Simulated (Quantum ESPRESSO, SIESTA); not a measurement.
# Zincblende SiC from compression to expansion (PBEsol)

What equilibrium volume and bulk modulus does PBEsol give for zincblende SiC, and do programs with other bases and potentials agree?

Numbers are calculated unless marked as measured.

Experimental background.

“Thermal Expansion of 3C-SiC Obtained from In-Situ X-ray Diffraction at High Temperature and First-Principal Calculations” (2022, pmc:9505936) quotes from earlier work for SiC, zinc blende (3C, beta) (bulk crystal): bulk modulus (bulk modulus B) 225 GPa [quoted from earlier work; slightly different from the 221 GPa implied by the listed …].

“On melting of silicon carbide under pressure” (2012, arxiv:1210.3244) quotes from earlier work for SiC, 3C polytype (zincblende) (single crystals from silicon oxide and carbon black reaction at 2800 K, annealed in air): lattice constant a (a of cubic 3C-SiC starting crystals) 4.357 Å [Starting-material characterisation; no method, uncertainty or temperature given].

## (1) Set-up

The cell holds 2 atoms (1 Si and 1 C). It starts from typed lattice constants, and its volume is changed by -8 to +8 %. Symmetry fixes shape and atoms, so all levels solve the scaled cells as they are.

## (2) One input

Quantum ESPRESSO 7.5: Kohn-Sham DFT, PBEsol, GBRV 1.5 ultrasoft pseudopotentials, plane waves. Its pw.in for the cell at -2 %:

```
&control
  calculation = 'scf'
  pseudo_dir = './pseudo'
  outdir = './tmp'
  disk_io = 'none'
  tprnfor = .true.
  tstress = .true.
/
&system
  ibrav = 0
  nat = 2
  ntyp = 2
  ecutwfc = 50
  ecutrho = 300
  occupations = 'smearing'
  smearing = 'fd'
  degauss = 0.000735
/
&electrons
  conv_thr = 1.0e-08
  electron_maxstep = 100
  mixing_beta = 0.7
  mixing_mode = 'plain'
  diagonalization = 'david'
/
ATOMIC_SPECIES
Si 28.085 Si.upf
C 12.011 C.upf
CELL_PARAMETERS angstrom
0.00000 2.17530 2.17530
2.17530 0.00000 2.17530
2.17530 2.17530 0.00000
ATOMIC_POSITIONS crystal
Si 0.00000 0.00000 0.00000
C 0.25000 0.25000 0.25000
K_POINTS automatic
9 9 9 0 0 0
```

It took 5.7 s on 2 MPI ranks of Arm Neoverse N1, shared host; peak memory 0.16 GiB.

## (3) Programs and settings

| level | basis or training data | k-meshes | runs with an energy | CPU time | peak memory (GiB) |
| --- | --- | --- | --- | --- | --- |
| QE, PBEsol (reference) | plane waves, GBRV 1.5 ultrasoft, 50/300 Ry | 9×9×9 | 9 of 9 | 93 s | 0.16 |
| SIESTA DZP, PBEsol | DZP orbitals, shift 0.01 Ry, mesh 400 Ry | 9×9×9 | 9 of 9 | 5 min | 0.38 |

CPU times are sums over those runs, relaxations that stopped short among them, on a shared host, and rough.

## (4) Energy and pressure

Energy over each level's lowest row (meV an atom), then pressure (GPa):

```tsv
volume change (%)	volume (Å³/atom)	E, QE, PBEsol	E, SIESTA DZP, PBEsol	P, QE, PBEsol	P, SIESTA DZP, PBEsol
-8	9.663	33.96	41.17	17.04	19.02
-6	9.873	15.51	20.32	11.14	12.95
-4	10.083	4.42	7.04	5.80	7.43
-2	10.293	0.00	0.53	0.96	2.64
+0	10.503	1.61	0.00	-3.42	-1.75
+2	10.713	8.70	4.92	-7.38	-5.68
+4	10.924	20.73	14.72	-10.97	-9.18
+6	11.134	37.23	28.88	-14.21	-12.39
+8	11.344	57.79	47.04	-17.15	-15.25
```

## (5) Fits

Third-order Birch–Murnaghan fits: the energy is a cubic in V^(−2/3), fitted to the energies of the rows that share one k-mesh, or through its derivative to the printed pressures. A tick marks the fit quoted below: that to energies where it misses by under 0.12 meV an atom, else that to pressures.

```
             level           fitted to  V0 (Å³/atom)  a (Å)  B0 (GPa)    B′    r.m.s. miss
        QE, PBEsol  energies, 9 rows ✓        10.339  4.357     221.4  3.91  0.00 meV/atom
        QE, PBEsol   pressures, 9 rows        10.338  4.357     221.4  3.90       0.01 GPa
SIESTA DZP, PBEsol  energies, 9 rows ✓        10.416  4.368     214.6  4.35  0.02 meV/atom
SIESTA DZP, PBEsol   pressures, 9 rows        10.416  4.368     214.9  4.36       0.03 GPa
```

Band gap on the mesh (highest filled to lowest empty Kohn-Sham level), in eV:

```tsv
volume change (%)	QE, PBEsol	SIESTA DZP, PBEsol
-8	1.337	1.306
-6	1.355	1.317
-4	1.371	1.327
-2	1.386	1.336
+0	1.401	1.345
+2	1.415	1.354
+4	1.427	1.363
+6	1.440	1.373
+8	1.451	1.382
```

## (6) What came out

From its energies, the reference gives V0 = 10.339 Å³ an atom (a = 4.357 Å), B0 = 221 GPa and B′ = 3.9. SIESTA DZP, PBEsol (energies) lies +0.74 % from it in volume and -3.1 % in bulk modulus. Where both fits stand, they agree on V0 within 0.3 %. The reference's gap on the mesh rises from 1.34 eV at -8 % to 1.45 eV at +8 %. On the same cells the other programs' gaps lie -0.07 to -0.03 eV from it.

Calculation against experiment:

```
              quantity  measured      QE, PBEsol  SIESTA DZP, PBEsol
    bulk modulus (GPa)       225    221 (-1.6 %)        215 (-4.6 %)
lattice constant a (Å)     4.357  4.357 (+0.0 %)      4.368 (+0.2 %)
```

Measured values from pmc:9505936 (2022) and arxiv:1210.3244 (2012).

**Against experiment.** The reference's bulk modulus lies -1.6 % from the measured 225 GPa, the other levels' -4.6 %. The reference's lattice constant a lies +0.0 % from the measured 4.357 Å, the other levels' +0.2 %. The grades are ours: good and fair within 5 and 12 % for the bulk modulus and 0.7 and 1.5 % for the lattice constant a. Zero-point motion and thermal motion are not in the computed bulk modulus and lattice constants.

**Limits.** The nuclei are static, without zero-point or thermal motion. SIESTA's automatically made basis is far from complete, and its potentials were converted by us (checked for H, C, O, Si, Ge and Ca alone). The DFT runs use Fermi–Dirac occupations of width 0.01 eV, and energies are free energies. The mesh holds the band edges only if they lie on it, and semilocal functionals put gaps under measured ones.

[Logs are printed without paths, hosts, clocks, repeated set-up lines and the standing remarks that a program may print on its own settings, such as how far it seeks lower states.]

[Hosts, paths, dates, database ids (printed as entryN), source tags and the programs' standing remarks are cut or masked in the printed files.]
